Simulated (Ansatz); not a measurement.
# HfO2: optical spectrum from first principles

What colour and refractive index does HfO2 have at this level of theory?

Calculated with Ansatz 0.2.0; DFT, PBE, plane-wave PAW, default files, scalar-relativistic, independent-particle optical response without local fields.

## Step 1: Starting point

The structure is cubic, space group Fm-3m (No. 225). The conventional cell has a = 5.115 Å, b = 5.115 Å, c = 5.115 Å, α = 90.00°, β = 90.00°, γ = 90.00°. Nearest to Hf lie 8 O at 2.21 Å. O has 4 Hf at 2.21 Å nearest. Farther neighbours and most contacts between anions are not listed.

## Step 2: Ground state and bands

First the ground state: is it a metal or has it a gap?

This step: DFT, PBE, plane-wave PAW, default files, scalar-relativistic, ground state (Ansatz 0.2.0).

Input file input.yaml:

```yaml
crystal:
  lattice:
    - [0.0, 2.5575, 2.5575]
    - [2.5575, 0.0, 2.5575]
    - [2.5575, 2.5575, 0.0]
  atoms:
    - { symbol: Hf, position: [0.0, 0.0, 0.0] }
    - { symbol: O, position: [0.75, 0.75, 0.75] }
    - { symbol: O, position: [0.25, 0.25, 0.25] }
kpoints:
  mp_grid: { grid: [8, 8, 8] }
  band_path:
    path:
      - [[0.0, 0.0, 0.0], [0.5, 0.0, 0.5], [0.5, 0.25, 0.75], [0.375, 0.375, 0.75], [0.0, 0.0, 0.0], [0.5, 0.5, 0.5], [0.625, 0.25, 0.625], [0.5, 0.25, 0.75], [0.5, 0.5, 0.5], [0.375, 0.375, 0.75]]
      - [[0.625, 0.25, 0.625], [0.5, 0.0, 0.5]]
    npoints: 6
scf:
  occupations: { method: fermi_dirac, width: 0.05 }
  n_extra_bands: 7
hamiltonian:
  xc: pbe
  pseudopotentials: { kind: paw }
output:
  forces: true
  stress: true
  populations: true
  write_bands: true
  write_density: true
  write_potential: true
  elf: true
  volumetric_format: npy
```

Command:

```
ansatz run input.yaml --threads 4 --pin off --max-ram 8192MiB --backend cpu --events-out ev --progress --plain --runs-dir out
```

Numbers of over 12 decimals in the logs are rounded to 6 here.

Log:

```text
scf.n_extra_bands = 7 over 19 filled bands (N_el = 38.0): the run solves 26 bands
Engine: ansatz 0.2.0, x86_64-unknown-linux-gnu
Pseudopotentials: kind: paw
Pseudopotential: Hf, paw, valence charge 26, recommended cutoff 420 eV (normal), Hf.paw.azcp
Pseudopotential: O, paw, valence charge 6, recommended cutoff 420 eV (normal), O.paw.azcp
Functional definition: PBE
  parameter kappa = 0.804
  parameter beta = 0.066725
  exchange = pbe_x(kappa = kappa, mu = beta*pi^2/3)
  correlation = pbe_c(beta = beta)
Crystal: 3 atoms, lattice volume = 33.456 Å³
Basis set: ecut = 420 eV, 645 PW (Γ), exchange–correlation on 50×50×50 points (8 copies of the dense FFT grid, shifted against one another)
Bands: 26, of which v1, the nominal top of the filled ones, is band 19 counted from 1 (18 counted from 0)
Symmetry: 48 space group operations
Space group: Fm-3m (ITA 225), of the structure as read, at distance tolerance 3.2e-5 Å
k-points: 29 of 512
Non-local potential: Hf, projectors of the file, l = 0: 3, l = 1: 2, l = 2: 2, l = 3: 3
Non-local potential: O, projectors of the file, l = 0: 2, l = 1: 2, l = 2: 1
PAW form: soft (Blöchl's): semilocal exchange-correlation on the pseudo side does not see the compensation charge
PAW one-centre angular grid: Hf, 590 points (default); XC on 64 Gauss nodes
PAW one-centre angular grid: O, 110 points (default); XC on 64 Gauss nodes
Initial density: superposition of atomic densities (neutral atoms: chi_scale 0, normalization atom), corrected by the library's trained network
Initial wavefunctions: pseudopotential atomic-orbital guess
Functional: x = pbe(κ = 0.804, μ = 0.219515), c = pbe(β = 0.066725)
SCF iter   1: F=—  HF=-16861.406374 eV  |F-HF|=—  |Δ(HF+E_count)|=         —  Δρ=2.39e-3  dr2=1.38e-3  ethr=1.77e-3  ⟨swp⟩=4.9  Hψ=2756  notcnv=0  defer=9
preconditioner: auto → none  [insulator: Δε(μ)=3.739 eV  Ē_g=20.157 eV  σ=0.050 eV  W_gap=1.00  n_scr=14 (ndim 8)  ℏωp=38.5 eV  f_vac=0.066  D(μ)=0.00/eV (n_scr^D=0)  ε∞_Penn≈4.7]
SCF iter   2: F=—  HF=-16861.407244 eV  |F-HF|=—  |Δ(HF+E_count)|=   8.70e-4  Δρ=1.80e-3  dr2=7.79e-4  ethr=3.64e-6  ⟨swp⟩=2.0  Hψ=1443  notcnv=0  defer=29
SCF iter   3: F=—  HF=-16861.407145 eV  |F-HF|=—  |Δ(HF+E_count)|=   9.89e-5  Δρ=6.70e-4  dr2=5.59e-5  ethr=2.05e-6  ⟨swp⟩=2.3  Hψ=1011  notcnv=0  defer=29
SCF iter   4: F=—  HF=-16861.407421 eV  |F-HF|=—  |Δ(HF+E_count)|=   2.76e-4  Δρ=1.07e-4  dr2=3.24e-6  ethr=1.47e-7  ⟨swp⟩=2.0  Hψ=1231  notcnv=0  defer=29
SCF iter   5: F=—  HF=-16861.407421 eV  |F-HF|=—  |Δ(HF+E_count)|=   2.98e-7  Δρ=4.78e-5  dr2=4.90e-7  ethr=8.51e-9  ⟨swp⟩=2.4  Hψ=1008  notcnv=0  defer=29
SCF iter   6: F=-16861.407420 eV  HF=-16861.407420 eV  |F-HF|=5.80e-8  |Δ(HF+E_count)|=   3.88e-8  Δρ=8.98e-6  dr2=1.52e-8  ethr=2.63e-10  ⟨swp⟩=12.2  Hψ=5300  notcnv=0
SCF 1 converged in 6 iterations: F = -16861.407420 eV  dr2 = 1.52e-8
  greatest PAW one-centre occupation: 0.999 electrons in one spin orbital (limit 2), on the Hf atom at site 0 (counted from 0), in its partial waves of l = 3
NSCF: frozen V_eff on 62 k-points
SCF converged after 6 iterations
Free energy (F): -16861.407420 eV
Harris-Foulkes:  -16861.407420 eV  (|F-HF|=5.80e-8)
Internal energy: -16861.407420 eV  (E = F + TS)
E sigma→0 (E₀):  -16861.407420 eV
Fermi energy:    17.393790 eV
--- Per-component energies (eV) ---
  E_band       = 31.843153
  E_kinetic    = 769.827523
  E_local      = -5811.763938  (includes V_loc(G=0)·N_el)
  E_nonlocal   = -1147.596964
  E_hartree    = 2659.729578
  E_xc         = -447.325732
  E_vxc        = -454.251641  (∫ρ·V_xc dr)
  E_paw        = -7242.175684  (= ΣΔE_a)
  E_vpaw       = 1356.174278  (= ΣTr[D̂ρ^β])
  E_aug_tail   = 0.004955  (compensation charges beyond the density's cutoff)
  E_ewald      = -5642.107159
  E_smearing   = -0.000000  (= −TS)
  E_closure    = -0.000000  (closes the sum)
  Σ components = -16861.407420   (vs F -16861.407420, Δ=0.00e0)
--- Forces (eV/Å), atoms counted from 1 ---
  atom   1  Hf    -0.00000000    -0.00000000    -0.00000000
  atom   2  O      0.00000000     0.00000000     0.00000000
  atom   3  O     -0.00000000    -0.00000000     0.00000000
  max |Σ_I F_I| component: 2.31e-18 eV/Å
--- Stress (GPa, compression-positive) ---
       -2.461300       0.000000      -0.000000
       -0.000000      -2.461300       0.000000
        0.000000      -0.000000      -2.461300
  P = ⅓ Tr σ = -2.4613 GPa (-24.613 kbar)
--- Band table (eV; the first three rows and the last of 29) ---
  k-point 0: bands = [... 15 lower, 10.2960, 14.9189, 14.9189, 14.9189, 19.3477, 19.3477, 21.1024, 25.6338, ... 3 higher]
  k-point 1: bands = [... 15 lower, 10.7044, 14.4601, 14.6440, 14.6440, 19.6196, 19.6196, 21.7147, 24.9729, ... 3 higher]
  k-point 2: bands = [... 15 lower, 11.6508, 13.5537, 14.1357, 14.1357, 20.0281, 20.0281, 22.3825, 24.4685, ... 3 higher]
  k-point 28: bands = [... 15 lower, 12.9923, 12.9923, 14.1269, 15.3236, 20.2409, 20.5642, 22.3828, 22.3828, ... 3 higher]
--- Löwdin populations: 3 sites ---
  site symbol       q [e]
     0     Hf     24.5153
     1      O      6.6939
     2      O      6.6939
  spilling = 0.002550 (of n_electrons = 38.000000)
```

It took 0.68 s on 4 threads of Intel Xeon Platinum 8488C (Sapphire Rapids), shared host; peak memory 0.4 GiB.

The column dr2 measures how far the density is from self-consistency, as an energy; F and HF (Harris–Foulkes) agree once it is small.

This step gave:

- free energy: -16861.4074 eV
- Fermi energy: 17.39 eV
- gap by band count: 3.720 eV
- electrons: 38
- symmetry operations: 48
- pressure: -2.461 GPa
- gap on the k-mesh: 3.720 eV
- volume: 33.46 Å³
- gap on the path: 3.720 eV
- least direct gap on the path: 3.720 eV

There is a gap, 3.72 eV on the path, so no carriers' term is needed. The cell is left with a pressure of -2.5 GPa, as it stands unrelaxed at this level.

The electronic bands at the labelled points (eV, zero at the Fermi level; v1 is the highest filled band, c1 the lowest empty one):

```csv
point,v4,v3,v2,v1,c1,c2,c3,c4
Γ,-7.10,-2.48,-2.48,-2.48,1.95,1.95,3.71,8.24
halfway,-5.85,-4.86,-2.57,-2.57,2.52,2.65,6.12,6.70
X,-5.28,-3.40,-3.40,-1.87,1.85,3.51,4.54,6.07
halfway,-5.04,-3.71,-3.34,-1.97,2.26,3.44,4.63,5.63
W,-4.40,-4.40,-3.27,-2.07,2.85,3.17,4.99,4.99
halfway,-4.81,-4.15,-3.22,-2.15,2.57,3.33,4.85,5.30
K,-5.16,-4.08,-3.20,-2.20,2.37,3.43,4.83,5.45
halfway,-4.99,-4.69,-4.08,-2.49,2.42,3.05,5.18,6.34
Γ,-7.10,-2.48,-2.48,-2.48,1.95,1.95,3.71,8.24
halfway,-5.74,-3.84,-3.26,-3.26,2.63,2.63,4.99,7.08
L,-4.92,-4.54,-3.68,-3.68,2.65,2.65,4.88,7.06
halfway,-5.69,-3.95,-3.51,-3.14,2.57,3.02,4.89,6.16
U,-5.16,-4.08,-3.20,-2.20,2.37,3.43,4.83,5.45
halfway,-4.81,-4.15,-3.22,-2.15,2.57,3.33,4.85,5.30
W,-4.40,-4.40,-3.27,-2.07,2.85,3.17,4.99,4.99
halfway,-5.32,-4.06,-3.19,-3.15,2.64,3.03,4.90,5.99
L,-4.92,-4.54,-3.68,-3.68,2.65,2.65,4.88,7.06
halfway,-5.69,-3.95,-3.51,-3.14,2.57,3.02,4.89,6.16
K,-5.16,-4.08,-3.20,-2.20,2.37,3.43,4.83,5.45
jump to U,-5.16,-4.08,-3.20,-2.20,2.37,3.43,4.83,5.45
halfway,-5.26,-3.59,-3.35,-1.94,2.06,3.48,4.59,5.82
X,-5.28,-3.40,-3.40,-1.87,1.85,3.51,4.54,6.07
```

Valence density in the ac plane of a cell with a along [110], b along [-110] and c along [001] of the cube at fractional y = 0.000, with atoms of Hf and O within 0.2 Å of it. It is the smooth field of the valence electrons, not physical close to the nuclei.

Values in e/Å³, 8 rows by 16 columns, each cell a mean:
```
16  5  1  1  1  0  2 12 16  5  1  1  1  0  2 12
 1  0  1  4  5  2  0  1  1  0  1  4  5  2  0  1
 0  0  1  3  4  1  0  0  0  0  1  3  4  1  0  0
 0  0  0  0  0  0  0  0  0  0  0  0  0  0  0  0
 0  0  0  1  1  0  0  0  0  0  0  1  1  0  0  0
 0  0  1  4  5  2  0  0  0  0  1  4  5  2  0  0
 2  1  1  3  4  1  1  2  2  1  1  3  4  1  1  2
22  7  1  0  0  0  3 17 22  7  1  0  0  0  3 17
```

Electrostatic potential energy in the ac plane of a cell with a along [110], b along [-110] and c along [001] of the cube at fractional y = 0.000, with atoms of Hf and O within 0.2 Å of it. With pseudopotentials it is smooth inside the atoms' cores, unlike the true potential.

Values in eV, 8 rows by 16 columns, each cell a mean:
```
-23 -15   7  14  14  12  -7 -23 -23 -15   7  14  14  12  -7 -23
  2   9   9 -19 -23   0  12   4   2   9   9 -19 -23   0  12   4
 18  19  15 -10 -16   7  19  18  18  19  15 -10 -16   7  19  18
 20  20  19  18  18  19  20  20  20  20  19  18  18  19  20  20
 20  20  19  16  14  19  20  20  20  20  19  16  14  19  20  20
 16  18  12 -18 -23   1  18  16  16  18  12 -18 -23   1  18  16
 -7   4  10 -11 -16   4   8  -4  -7   4  10 -11 -16   4   8  -4
-22 -19   5  16  17  11 -11 -23 -22 -19   5  16  17  11 -11 -23
```

## Step 3: Spectrum

The spectrum is a sum over vertical transitions between filled and empty bands at the fixed density, so many empty bands are needed.

This step: DFT, PBE, plane-wave PAW, default files, scalar-relativistic, independent-particle optical response without local fields (Ansatz 0.2.0).

input.yaml, the sections that differ from step 2:

```yaml
kpoints:
  mp_grid: { grid: [8, 8, 8] }
scf:
  occupations: { method: fixed }
output:
  optics:
    e_range: [0, 22]
    de: 0.05
    sigma: 0.2
    nscf_kmesh: { grid: [12, 12, 12] }
    bands: { spectra_wanted_up_to: 22 }
# crystal, hamiltonian: as in step 2
```

Log:

```text
[...]
Crystal: 3 atoms, lattice volume = 33.456 Å³
Basis set: ecut = 420 eV, 645 PW (Γ)
Bands: 23, of which v1, the nominal top of the filled ones, is band 19 counted from 1 (18 counted from 0)
Symmetry: 48 space group operations
[...]
k-points: 29 of 512
[...]
SCF iter   1: F=—  HF=-16861.406328 eV  |F-HF|=—  |Δ(HF+E_count)|=         —  Δρ=2.41e-3  dr2=1.41e-3  ethr=1.77e-3  ⟨swp⟩=4.0  Hψ=2166  notcnv=0  defer=58
[...]
SCF iter   9: F=-16861.407318 eV  HF=-16861.407318 eV  |F-HF|=3.64e-12  |Δ(HF+E_count)|=  7.64e-11  Δρ=1.93e-7  dr2=8.98e-12  ethr=1.00e-12  ⟨swp⟩=3.4  Hψ=2729  notcnv=0
SCF 1 converged in 9 iterations: F = -16861.407318 eV  dr2 = 8.98e-12
[...]
NSCF: frozen V_eff on 72 k-points
[...]
output.optics: what the bands over the 41 summed would add to eps1, eps2 and the energy-loss function is held between a lower and an upper bound (6 Lanczos steps). eps1, eps2 and their loss function (loss_summed_bands) are given on every row as the summed bands alone make them. Along an axis, on a row where the two bounds hold the loss function to about 1 % of the greater of itself and 0.5 % of |1/eps|, its cell (loss_completed) is given, with the completed eps1 and eps2 that it is formed of (a cell that is left empty reads nan in the table and null in the record). The two bounds hold it so along every axis on all 441 rows up to 22.000 eV. [rest of the remark cut]
SCF converged after 9 iterations
Free energy (F): -16861.407318 eV
[...]
Internal energy: -16861.407318 eV  (E = F + TS)
E sigma→0 (E₀):  -16861.407318 eV
Fermi energy:    15.524900 eV
[...]
--- Band table (eV; the first three rows and the last of 29) ---
  k-point 0: bands = [... 15 lower, 10.2960, 14.9190, 14.9190, 14.9190, 19.3479, 19.3479, 21.1024, 25.6339]
  k-point 1: bands = [... 15 lower, 10.7044, 14.4602, 14.6441, 14.6441, 19.6197, 19.6197, 21.7148, 24.9729]
  k-point 2: bands = [... 15 lower, 11.6508, 13.5537, 14.1358, 14.1358, 20.0282, 20.0282, 22.3826, 24.4686]
  k-point 28: bands = [... 15 lower, 12.9923, 12.9923, 14.1269, 15.3237, 20.2411, 20.5643, 22.3828, 22.3828]
```

The job ended after 5.7 s (4 threads; peak memory 0.9 GiB).

Read-outs, printed or worked out from the files:

```
electronic dielectric constant ε∞, mean over x, y and z (by symmetry where fewer were run) : 5.494
absorption onset, first axis (α over 10⁴ cm⁻¹, or the direct gap if that lies higher)      : 4.254 eV
main peak of Im epsilon, first axis                                                        : 9.068 eV
centre of weight of the strongest loss peak in the window                                  : 14.67 eV
least direct gap on the mesh                                                               : 3.720 eV
bands summed                                                                               : 41
spectra valid up to                                                                        : 34.04 eV
program's estimate of the k-sum error in Im epsilon                                        : 0.17 %
electrons in the f-sum                                                                     : 19.29
```

Im ε, any direction against photon energy; read off at these points:

photon energy (eV), Im ε, any direction and a bar:
```
      3.0        0.0 
      4.0        0.0 
      5.0        4.0 ############
      5.2        4.3 #############
      6.0        3.6 ###########
      7.0        6.0 ##################
      8.0        9.4 ############################
      9.0       10.2 ##############################
     10.0        4.5 #############
     11.0        3.5 ##########
     12.0        2.5 #######
     13.0        1.1 ###
     14.0        1.4 ####
     15.0        0.9 ###
     16.0        1.0 ###
     17.0        0.9 ###
     17.8        1.9 ######
     18.0        1.3 ####
     19.0        0.9 ###
     20.0        1.7 #####
     21.0        2.5 #######
     22.0        1.9 ######
```

The Re ε, any direction by photon energy:

```csv
photon energy (eV),"Re ε, any direction"
0,5.49
1,5.57
2,5.80
3,6.31
4,7.57
5,8.77
6,7.86
7,7.47
8,4.36
9,0.419
10,-2.02
11,-0.821
12,-1.91
13,-0.628
14,0.135
15,0.290
16,0.644
17,1.18
18,0.283
19,1.72
20,1.42
21,0.989
22,0.187
```

Values under 1 per cm are given as 1. Table of absorption coefficient, any direction by photon energy:

photon energy (eV), log10 absorption coefficient, any direction (1/cm) and a bar:
```
    0.000        0.0 
    0.500        0.0 
    1.000        0.0 
    1.500        0.0 
    2.000        0.0 
    2.500        0.0 
    3.000        0.0 
    3.500        0.0 
    4.000        2.6 ############
    4.500        4.9 #######################
    5.000        5.5 ##########################
    5.500        5.6 ##########################
    6.000        5.6 ##########################
    6.500        5.8 ###########################
    7.000        5.9 ############################
    7.500        6.0 #############################
    8.000        6.1 #############################
    8.500        6.2 #############################
    9.000        6.3 ##############################
    9.500        6.3 ##############################
   10.000        6.3 ##############################
   10.500        6.2 #############################
   11.000        6.2 #############################
   11.500        6.3 ##############################
   12.000        6.3 ##############################
   12.500        6.2 #############################
   13.000        6.1 #############################
   13.500        6.0 ############################
   14.000        6.1 #############################
   14.500        6.1 #############################
   15.000        5.9 ############################
   15.500        6.0 #############################
   16.000        5.9 ############################
   16.500        5.9 ############################
   17.000        5.8 ############################
   17.500        6.0 ############################
   18.000        6.1 #############################
   18.500        5.8 ############################
   19.000        5.8 ###########################
   19.500        6.0 #############################
   20.000        6.1 #############################
   20.500        6.2 #############################
   21.000        6.3 ##############################
   21.500        6.3 ##############################
   22.000        6.3 ##############################
```

The reflectivity at normal incidence, any direction has structure finer than the step of the table below, so its rows give means over 0.5 eV, whole bins alone (the curve runs from 0 to 22 eV). Peaks (eV: height): 9.40: 47.9, 12.10: 45.3, 17.90: 14.4.

The reflectivity at normal incidence, any direction by photon energy; means over each step:

```csv
photon energy (eV),"reflectivity at normal incidence, any direction (%)"
0.5,16.2
1.0,16.4
1.5,16.7
2.0,17.1
2.5,17.7
3.0,18.5
3.5,19.8
4.0,21.9
4.5,25.9
5.0,27.0
5.5,24.3
6.0,25.6
6.5,28.4
7.0,29.3
7.5,33.2
8.0,35.4
8.5,37.5
9.0,42.4
9.5,47.1
10.0,41.9
10.5,35.1
11.0,31.9
11.5,36.7
12.0,44.5
12.5,40.6
13.0,30.8
13.5,14.9
14.0,15.4
14.5,17.2
15.0,11.0
15.5,9.48
16.0,6.80
16.5,4.68
17.0,3.97
17.5,8.17
18.0,11.6
18.5,3.22
19.0,4.15
19.5,7.58
20.0,9.04
20.5,10.4
21.0,15.0
21.5,16.7
```

The loss function −Im 1/ε at q → 0, any direction has structure finer than the step of the table below, so its rows give means over 0.5 eV, whole bins alone (the curve runs from 0 to 22 eV). Peaks (eV: height): 13.20: 0.988, 14.95: 1.03, 15.75: 0.851, 18.15: 0.852.

The loss function −Im 1/ε at q → 0, any direction by energy loss; means over each step:

energy loss (eV), loss function −Im 1/ε at q → 0, any direction and a bar:
```
      3.5       0.00 
      4.0       0.00 
      4.5       0.01 
      5.0       0.04 #
      5.5       0.06 ##
      6.0       0.05 ##
      6.5       0.06 ##
      7.0       0.06 ##
      7.5       0.07 ##
      8.0       0.09 ###
      8.5       0.09 ###
      9.0       0.10 ###
      9.5       0.13 ####
     10.0       0.19 ######
     10.5       0.24 ########
     11.0       0.26 #########
     11.5       0.23 #######
     12.0       0.26 ########
     12.5       0.41 #############
     13.0       0.73 ########################
     13.5       0.78 ##########################
     14.0       0.67 ######################
     14.5       0.72 ########################
     15.0       0.92 ##############################
     15.5       0.72 ########################
     16.0       0.74 ########################
     16.5       0.62 ####################
     17.0       0.41 ##############
     17.5       0.35 ############
     18.0       0.69 ######################
     18.5       0.54 ##################
     19.0       0.26 ########
     19.5       0.31 ##########
     20.0       0.34 ###########
     20.5       0.34 ###########
     21.0       0.35 ############
     21.5       0.45 ###############
```

[end of part 1 of 2]

[Logs are printed without paths, hosts, clocks, repeated set-up lines and the standing remarks that a program may print on its own settings, such as how far it seeks lower states.]

[Hosts, paths, dates, database ids (printed as entryN), source tags and the programs' standing remarks are cut or masked in the printed files.]
